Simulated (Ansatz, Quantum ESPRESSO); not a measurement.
# Mode couplings of La3In (Pm-3m) in a second program, part 2 of 2

Each step names its level of theory.

So far. Step 2 (Relaxing cell and atoms): The largest force is now zero by symmetry and the largest stress component 0.018 GPa. Step 3 (Ground state with pw.x): With these potentials, mesh and smearing the cell is at 0.19 GPa. The relaxed cell has a = 4.964 Å (conventional setting).

**4. Phonons and couplings with ph.x: Fermi–Dirac smearing of 0.1 eV**

Level of this step: DFT PBEsol, scalar-relativistic, plane waves, GBRV ultrasoft pseudopotentials (Quantum ESPRESSO).

ph.x gives each mode's frequency and linewidth; λ of a mode follows from Gaussian double-delta sums over the k mesh, here at four widths.

File ph.in:

```
phonons and couplings
 &inputph
    prefix='x',
    outdir='./tmp',
    tr2_ph=1.0d-15,
    fildyn='x.dyn',
    fildvscf='dvscf',
    ldisp=.true.,
    nq1=2,
    nq2=2,
    nq3=2,
    electron_phonon='simple',
    el_ph_ngauss=0,
    el_ph_sigma=0.00734986,
    el_ph_nsigma=4,
    alpha_mix(1)=0.5,
    amass(1)=138.9055,
    amass(2)=114.818,
 /
```

On the command line:

```console
OMP_NUM_THREADS=1 mpirun -n 8 ph.x -nk 8 -in ph.in > ph.x.log
```

Log:

```text
[banner, memory and clock lines left out]
Program PHONON v.7.5

     ./tmp/x.save/

     IMPORTANT: XC functional enforced from input :
     Exchange-correlation= PBESOL
                           (   1   4  10   8   0   0   0)
     Any further DFT definition will be discarded
     Please, verify this is what you really want

     G-vector sticks info

     negative rho (up, down):  1.601E-01 0.000E+00
     Reading collected, re-writing distributed wavefunctions in ./tmp/

     Dynamical matrices for ( 2, 2, 2)  uniform grid of q-points
     (   4 q-points):
       N         xq(1)         xq(2)         xq(3)
       1   0.000000000   0.000000000   0.000000000
       2   0.000000000   0.000000000  -0.500000000
       3   0.000000000  -0.500000000  -0.500000000
       4  -0.500000000  -0.500000000  -0.500000000

     Number and degeneracy of irreps per q-point
       N         xq(1)         xq(2)         xq(3)   N irreps
       1   0.000000000   0.000000000   0.000000000       4
        3   3   3   3
       2   0.000000000   0.000000000  -0.500000000       8
        1   1   2   2   1   1   2   2
       3   0.000000000  -0.500000000  -0.500000000       9
        1   1   1   1   2   1   1   2   2
       4  -0.500000000  -0.500000000  -0.500000000       5
        1   2   3   3   3

     Saving dvscf to file. Distribute only q points, not irreducible representations.

     Calculation of q =    0.0000000   0.0000000   0.0000000

     phonons and couplings

     bravais-lattice index     =            1
     lattice parameter (alat)  =       9.3813  a.u.
     unit-cell volume          =     825.6367 (a.u.)^3
     number of atoms/cell      =            4
     number of atomic types    =            2
     kinetic-energy cut-off    =      45.0000  Ry
     charge density cut-off    =     360.0000  Ry
     convergence threshold     =      1.0E-15
     beta                      =       0.5000
     number of iterations used =            4
     Exchange-correlation= PBESOL
                           (   1   4  10   8   0   0   0)

     celldm(1)=    9.38130  celldm(2)=    0.00000  celldm(3)=    0.00000
     celldm(4)=    0.00000  celldm(5)=    0.00000  celldm(6)=    0.00000

     crystal axes: (cart. coord. in units of alat)
               a(1) = (  1.0000  0.0000  0.0000 )
               a(2) = (  0.0000  1.0000  0.0000 )
               a(3) = (  0.0000  0.0000  1.0000 )

     reciprocal axes: (cart. coord. in units 2 pi/alat)
               b(1) = (  1.0000  0.0000  0.0000 )
               b(2) = (  0.0000  1.0000  0.0000 )
               b(3) = (  0.0000  0.0000  1.0000 )

     Atoms inside the unit cell:

     Cartesian axes

     site n.  atom      mass           positions (alat units)
        1  La    138.9055   tau(    1) = (    0.00000    0.50000    0.50000  )
        2  La    138.9055   tau(    2) = (    0.50000    0.00000    0.50000  )
        3  La    138.9055   tau(    3) = (    0.50000    0.50000    0.00000  )
        4  In    114.8180   tau(    4) = (    0.00000    0.00000    0.00000  )

     Computing dynamical matrix for
                    q = (   0.0000000   0.0000000   0.0000000 )

     49 Sym.Ops. (with q -> -q+G )

     G cutoff =  802.5438  (  95193 G-vectors)     FFT grid: ( 60, 60, 60)
     G cutoff =  401.2719  (  33641 G-vectors)  smooth grid: ( 45, 45, 45)

     number of k points=    10  Fermi-Dirac smearing, width (Ry)=  0.0073

     PseudoPot. # 1 for La read from file:
     ./pseudo/La.upf
     Pseudo is Ultrasoft + core correction, Zval = 11.0
     Using radial grid of  995 points,  8 beta functions with:
                l(1) =   0
                l(2) =   0
                l(3) =   1
                l(4) =   1
                l(5) =   2
                l(6) =   2
                l(7) =   3
                l(8) =   3
     Q(r) pseudized with  8 coefficients,  rinner =    1.700   1.700   1.700
                                                       1.700   1.700   1.700
                                                       1.700

     PseudoPot. # 2 for In read from file:
     ./pseudo/In.upf
     Pseudo is Ultrasoft + core correction, Zval = 13.0
     Using radial grid of  889 points,  6 beta functions with:
                l(1) =   0
                l(2) =   0
                l(3) =   1
                l(4) =   1
                l(5) =   2
                l(6) =   2
     Q(r) pseudized with  6 coefficients,  rinner =    1.400   1.400   1.400
                                                       1.400   1.400

     Mode symmetry, O_h (m-3m)  point group:

     Atomic displacements:
     There are    4 irreducible representations

     Representation     1      3 modes -  To be done

     Representation     2      3 modes -  To be done

     Representation     3      3 modes -  To be done

     Representation     4      3 modes -  To be done

     Alpha used in Ewald sum =   2.8000

     negative rho (up, down):  1.601E-01 0.000E+00

     Representation #   1 modes #   1   2   3

     Self-consistent Calculation

     Pert. #  1: Fermi energy shift (Ry) =    -1.9878E-24    -1.5673E-38
     Pert. #  2: Fermi energy shift (Ry) =     1.1029E-24     0.0000E+00
     Pert. #  3: Fermi energy shift (Ry) =     1.0148E-24     1.2262E-38

      thresh= 1.000E-02 alpha_mix =  0.500 |ddv_scf|^2 =  1.050E-06

     Pert. #  1: Fermi energy shift (Ry) =     2.4038E-25     0.0000E+00
     Pert. #  2: Fermi energy shift (Ry) =    -2.7573E-25     0.0000E+00
     Pert. #  3: Fermi energy shift (Ry) =     6.3268E-26    -8.5446E-43

      thresh= 1.025E-04 alpha_mix =  0.500 |ddv_scf|^2 =  8.692E-07

     Pert. #  1: Fermi energy shift (Ry) =     2.6206E-26    -4.3456E-41
     Pert. #  2: Fermi energy shift (Ry) =     0.0000E+00    -1.2245E-40
     Pert. #  3: Fermi energy shift (Ry) =    -4.3086E-25    -8.2775E-40

      thresh= 9.323E-05 alpha_mix =  0.500 |ddv_scf|^2 =  7.979E-10

     Pert. #  1: Fermi energy shift (Ry) =     7.2322E-27     1.9132E-42
     Pert. #  2: Fermi energy shift (Ry) =    -1.2925E-26    -6.6963E-42
     Pert. #  3: Fermi energy shift (Ry) =     3.2678E-27    -5.4023E-43

      thresh= 2.825E-06 alpha_mix =  0.500 |ddv_scf|^2 =  6.942E-11

     Pert. #  1: Fermi energy shift (Ry) =    -1.7417E-26    -2.2368E-43
     Pert. #  2: Fermi energy shift (Ry) =     1.2925E-26     0.0000E+00
     Pert. #  3: Fermi energy shift (Ry) =    -1.3524E-26     5.7487E-43

      thresh= 8.332E-07 alpha_mix =  0.500 |ddv_scf|^2 =  6.570E-13

     Pert. #  1: Fermi energy shift (Ry) =     2.8602E-27    -3.9343E-43
[...]
thresh= 8.106E-08 alpha_mix =  0.500 |ddv_scf|^2 =  3.798E-14

[...]
-20.1749 -20.1749 -20.1749  -5.3146  -4.6166  -4.6166  -4.6166  -3.2693
    -3.2693  -3.1865  -3.1865  -3.1865  -1.3471  -1.3471  -1.3471  -1.3189
    -1.3189   6.8032  11.2292  11.2292  11.2292  12.7557  12.7557  12.7557
    13.8041  13.8041  13.8041  13.8288  14.1640  14.1640  14.1640  14.4882
    14.4882  14.6481  14.6481  14.6481  14.9704  14.9704

          k =-1.0000-1.0000-1.0000 (  4169 PWs)   bands (ev):

   -20.4469 -20.0430 -20.0430  -4.7476  -4.7476  -4.7476  -3.7174  -3.7174
    -3.7174  -3.2057  -3.2057  -3.2057  -1.3498  -1.3498  -1.3498  -1.3369
    -1.3369   6.3395   9.5874  11.3938  11.3938  11.4014  11.4014  11.4014
    13.2974  13.2974  13.2974  14.0603  14.5218  14.5218  14.5218  14.5948
    14.5948  14.5948  14.8080  14.8080  14.8080  14.9904

     the Fermi energy is    12.3559 ev

     Writing config to output data dir ./tmp/_ph0/x.q_4/x.save/ :
     XML data file

     phonons and couplings

     bravais-lattice index     =            1
     lattice parameter (alat)  =       9.3813  a.u.
     unit-cell volume          =     825.6367 (a.u.)^3
     number of atoms/cell      =            4
     number of atomic types    =            2
     kinetic-energy cut-off    =      45.0000  Ry
     charge density cut-off    =     360.0000  Ry
     convergence threshold     =      1.0E-15
     beta                      =       0.5000
     number of iterations used =            4
     Exchange-correlation= PBESOL
                           (   1   4  10   8   0   0   0)

     celldm(1)=    9.38130  celldm(2)=    0.00000  celldm(3)=    0.00000
     celldm(4)=    0.00000  celldm(5)=    0.00000  celldm(6)=    0.00000

     crystal axes: (cart. coord. in units of alat)
               a(1) = (  1.0000  0.0000  0.0000 )
               a(2) = (  0.0000  1.0000  0.0000 )
               a(3) = (  0.0000  0.0000  1.0000 )

     reciprocal axes: (cart. coord. in units 2 pi/alat)
               b(1) = (  1.0000  0.0000  0.0000 )
               b(2) = (  0.0000  1.0000  0.0000 )
               b(3) = (  0.0000  0.0000  1.0000 )

     Atoms inside the unit cell:

     Cartesian axes

     site n.  atom      mass           positions (alat units)
        1  La    138.9055   tau(    1) = (    0.00000    0.50000    0.50000  )
        2  La    138.9055   tau(    2) = (    0.50000    0.00000    0.50000  )
        3  La    138.9055   tau(    3) = (    0.50000    0.50000    0.00000  )
        4  In    114.8180   tau(    4) = (    0.00000    0.00000    0.00000  )

     Computing dynamical matrix for
                    q = (  -0.5000000  -0.5000000  -0.5000000 )

     49 Sym.Ops. (with q -> -q+G )

     G cutoff =  802.5438  (  95193 G-vectors)     FFT grid: ( 60, 60, 60)
     G cutoff =  401.2719  (  33641 G-vectors)  smooth grid: ( 45, 45, 45)

     number of k points=    20  Fermi-Dirac smearing, width (Ry)=  0.0073

     PseudoPot. # 1 for La read from file:
     ./pseudo/La.upf
     Pseudo is Ultrasoft + core correction, Zval = 11.0
     Using radial grid of  995 points,  8 beta functions with:
[...]
l(7) =   3
                l(8) =   3
     Q(r) pseudized with  8 coefficients,  rinner =    1.700   1.700   1.700
                                                       1.700   1.700   1.700
                                                       1.700

     PseudoPot. # 2 for In read from file:
     ./pseudo/In.upf
     Pseudo is Ultrasoft + core correction, Zval = 13.0
     Using radial grid of  889 points,  6 beta functions with:
                l(1) =   0
                l(2) =   0
                l(3) =   1
                l(4) =   1
                l(5) =   2
                l(6) =   2
     Q(r) pseudized with  6 coefficients,  rinner =    1.400   1.400   1.400
                                                       1.400   1.400

     Mode symmetry, O_h (m-3m)  point group:

     Atomic displacements:
     There are    5 irreducible representations

     Representation     1      1 modes -  To be done

     Representation     2      2 modes -  To be done

     Representation     3      3 modes -  To be done

     Representation     4      3 modes -  To be done

     Representation     5      3 modes -  To be done

     Alpha used in Ewald sum =   2.8000

     negative rho (up, down):  1.601E-01 0.000E+00

     Representation #   1 mode #   1

     Self-consistent Calculation

[...]
End of self-consistent calculation

     Convergence has been achieved

     Representation #   2 modes #   2   3

     Self-consistent Calculation

[...]
End of self-consistent calculation

     Convergence has been achieved

     Representation #   3 modes #   4   5   6

     Self-consistent Calculation

[...]
End of self-consistent calculation

     Convergence has been achieved

     Representation #   4 modes #   7   8   9

     Self-consistent Calculation

[...]
thresh= 6.551E-08 alpha_mix =  0.500 |ddv_scf|^2 =  3.214E-14

      thresh= 1.793E-08 alpha_mix =  0.500 |ddv_scf|^2 =  9.786E-16

     End of self-consistent calculation

     Convergence has been achieved

     Representation #   5 modes #  10  11  12

     Self-consistent Calculation

      thresh= 1.000E-02 alpha_mix =  0.500 |ddv_scf|^2 =  3.164E-08

      thresh= 1.779E-05 alpha_mix =  0.500 |ddv_scf|^2 =  1.572E-09

      thresh= 3.964E-06 alpha_mix =  0.500 |ddv_scf|^2 =  2.701E-10

      thresh= 1.644E-06 alpha_mix =  0.500 |ddv_scf|^2 =  5.377E-13

      thresh= 7.332E-08 alpha_mix =  0.500 |ddv_scf|^2 =  4.174E-15

      thresh= 6.461E-09 alpha_mix =  0.500 |ddv_scf|^2 =  5.570E-16

     End of self-consistent calculation

     Convergence has been achieved

     Number of q in the star =    1
     List of q in the star:
          1  -0.500000000  -0.500000000  -0.500000000

     Diagonalizing the dynamical matrix

     q = (   -0.500000000  -0.500000000  -0.500000000 )

 **************************************************************************
[...]
freq (    5) =       1.356447 [THz] =      45.246189 [cm-1]
     freq (    6) =       2.066298 [THz] =      68.924280 [cm-1]
     freq (    7) =       2.066298 [THz] =      68.924280 [cm-1]
     freq (    8) =       2.066298 [THz] =      68.924280 [cm-1]
     freq (    9) =       2.892779 [THz] =      96.492713 [cm-1]
     freq (   10) =       2.892779 [THz] =      96.492713 [cm-1]
     freq (   11) =       2.892779 [THz] =      96.492713 [cm-1]
     freq (   12) =       3.267326 [THz] =     108.986250 [cm-1]
 **************************************************************************

     Mode symmetry, O_h (m-3m)  point group:

     freq (   1-   2) =        -32.8  [cm-1]   --> E_u  G_12' G_3-
     freq (   3-   5) =         45.2  [cm-1]   --> T_2u G_25  G_5-
     freq (   6-   8) =         68.9  [cm-1]   --> T_1u G_15  G_4-
     freq (   9-  11) =         96.5  [cm-1]   --> T_1u G_15  G_4-
     freq (  12-  12) =        109.0  [cm-1]   --> A_2u G_2'  G_2-

     Gaussian Broadening:   0.007 Ry, ngauss=   0
     DOS = 58.659332 states/spin/Ry/Unit Cell at Ef= 12.341701 eV
     double delta at Ef =**********
[...]
Gaussian Broadening:   0.015 Ry, ngauss=   0
     DOS = 45.353938 states/spin/Ry/Unit Cell at Ef= 12.355607 eV
     double delta at Ef =**********
[...]
Gaussian Broadening:   0.022 Ry, ngauss=   0
     DOS = 39.390264 states/spin/Ry/Unit Cell at Ef= 12.358495 eV
     double delta at Ef =**********
[...]
Gaussian Broadening:   0.029 Ry, ngauss=   0
     DOS = 35.555214 states/spin/Ry/Unit Cell at Ef= 12.358308 eV
     double delta at Ef =**********
[...]
lambda(    5)=  0.0794   gamma=    4.96 GHz
     lambda(    6)=  0.0563   gamma=    8.16 GHz
     lambda(    7)=  0.0563   gamma=    8.16 GHz
     lambda(    8)=  0.0563   gamma=    8.16 GHz
     lambda(    9)=  0.0700   gamma=   19.88 GHz
     lambda(   10)=  0.0700   gamma=   19.88 GHz
     lambda(   11)=  0.0700   gamma=   19.88 GHz
     lambda(   12)=  0.0218   gamma=    7.90 GHz
```

Elapsed: 39 min, on 8 MPI ranks of Arm Neoverse V1, shared host; 5.2 h of CPU time.

Numbers from this step:

| Property | Result |
| --- | --- |
| highest frequency, solved or plainly interpolated | 109.0 cm⁻¹ |

As ph.x prints them, no sum rule imposed; at the zone centre the sum is no linewidth. Double-delta sums, the first 40 of 48 rows:

```csv
q1,q2,q3,star,mode,omega (meV),"lambda_q, sigma 0.1 eV","lambda_q, sigma 0.2 eV","lambda_q, sigma 0.3 eV","lambda_q, sigma 0.4 eV",half width at sigma 0.2 (meV)
0,0,0,1,1,-1.131,0,0,0,0,2.89e-4
0,0,0,1,2,-1.131,0,0,0,0,2.89e-4
0,0,0,1,3,-1.131,0,0,0,0,2.89e-4
0,0,0,1,4,5.504,0.9161,0.4039,0.3126,0.2904,0.1282
0,0,0,1,5,5.504,0.9161,0.4039,0.3126,0.2904,0.1282
0,0,0,1,6,5.504,0.9161,0.4039,0.3126,0.2904,0.1282
0,0,0,1,7,10.55,0.0015,0.0149,0.0251,0.0302,0.01733
0,0,0,1,8,10.55,0.0015,0.0149,0.0251,0.0302,0.01733
0,0,0,1,9,10.55,0.0015,0.0149,0.0251,0.0302,0.01733
0,0,0,1,10,13.36,0.0011,0.0193,0.0217,0.024,0.0361
0,0,0,1,11,13.36,0.0011,0.0193,0.0217,0.024,0.0361
0,0,0,1,12,13.36,0.0011,0.0193,0.0217,0.024,0.0361
0,0,-0.5,3,1,3.172,6.81,4.765,3.405,2.537,0.502
0,0,-0.5,3,2,6.153,0.1395,0.1028,0.1086,0.1092,0.04078
0,0,-0.5,3,3,6.153,0.1395,0.1028,0.1086,0.1092,0.04078
0,0,-0.5,3,4,6.493,0.6538,0.3599,0.2563,0.2207,0.1589
0,0,-0.5,3,5,6.662,0.3385,0.3544,0.2714,0.2138,0.1647
0,0,-0.5,3,6,6.662,0.3385,0.3544,0.2714,0.2138,0.1647
0,0,-0.5,3,7,8.318,0.1813,0.2302,0.2143,0.2009,0.1668
0,0,-0.5,3,8,8.318,0.1813,0.2302,0.2143,0.2009,0.1668
0,0,-0.5,3,9,10.85,0.0462,0.0277,0.021,0.0205,0.03416
0,0,-0.5,3,10,11.73,0.0744,0.0434,0.0298,0.0221,0.06253
0,0,-0.5,3,11,12.42,0.1584,0.069,0.0499,0.0416,0.1115
0,0,-0.5,3,12,12.42,0.1584,0.069,0.0499,0.0416,0.1115
0,-0.5,-0.5,3,1,-3.317,-1.216,-1.689,-1.355,-1.06,0.1946
0,-0.5,-0.5,3,2,6.405,1.394,1.08,0.8241,0.6328,0.464
0,-0.5,-0.5,3,3,6.582,0.08,0.0442,0.0428,0.0456,0.02006
0,-0.5,-0.5,3,4,6.619,0.3978,0.2639,0.2053,0.1691,0.1211
0,-0.5,-0.5,3,5,6.619,0.3978,0.2639,0.2053,0.1691,0.1211
0,-0.5,-0.5,3,6,7.531,1.073,0.4986,0.3824,0.3271,0.2962
0,-0.5,-0.5,3,7,7.651,0.0563,0.1766,0.1932,0.18,0.1083
0,-0.5,-0.5,3,8,9.286,0.0735,0.0665,0.0599,0.0588,0.06001
0,-0.5,-0.5,3,9,9.286,0.0735,0.0665,0.0599,0.0588,0.06001
0,-0.5,-0.5,3,10,11.74,0,0.0046,0.01,0.0114,0.006576
0,-0.5,-0.5,3,11,12.8,0.0351,0.028,0.0273,0.0249,0.04793
0,-0.5,-0.5,3,12,12.8,0.0351,0.028,0.0273,0.0249,0.04793
-0.5,-0.5,-0.5,1,1,-4.066,-3.187,-1.672,-1.185,-0.8867,0.2894
-0.5,-0.5,-0.5,1,2,-4.066,-3.187,-1.672,-1.185,-0.8867,0.2894
-0.5,-0.5,-0.5,1,3,5.61,0.4132,0.1474,0.0937,0.0794,0.04859
-0.5,-0.5,-0.5,1,4,5.61,0.4132,0.1474,0.0937,0.0794,0.04859
```

**5. Outcome**

| Quantity | Value |
| --- | --- |
| phonon run of the rows without a label of their own | PBEsol, q 2×2×2, k 4×4×4 |

What this shows: In the run with Fermi–Dirac smearing of 0.1 eV: a mode at q = (-0.5, -0.5, -0.5) is imaginary, 32.8i cm⁻¹, so the lattice is unstable on these meshes and at this level, and no λ is read from its Gaussian sums. Under gradient-corrected functionals ph.x can misplace modes where the density is low; no frozen-phonon run checks these frequencies.

[Logs are printed without paths, hosts, clocks, repeated set-up lines and the standing remarks that a program may print on its own settings, such as how far it seeks lower states.]

[Hosts, paths, dates, database ids (printed as entryN), source tags and the programs' standing remarks are cut or masked in the printed files.]
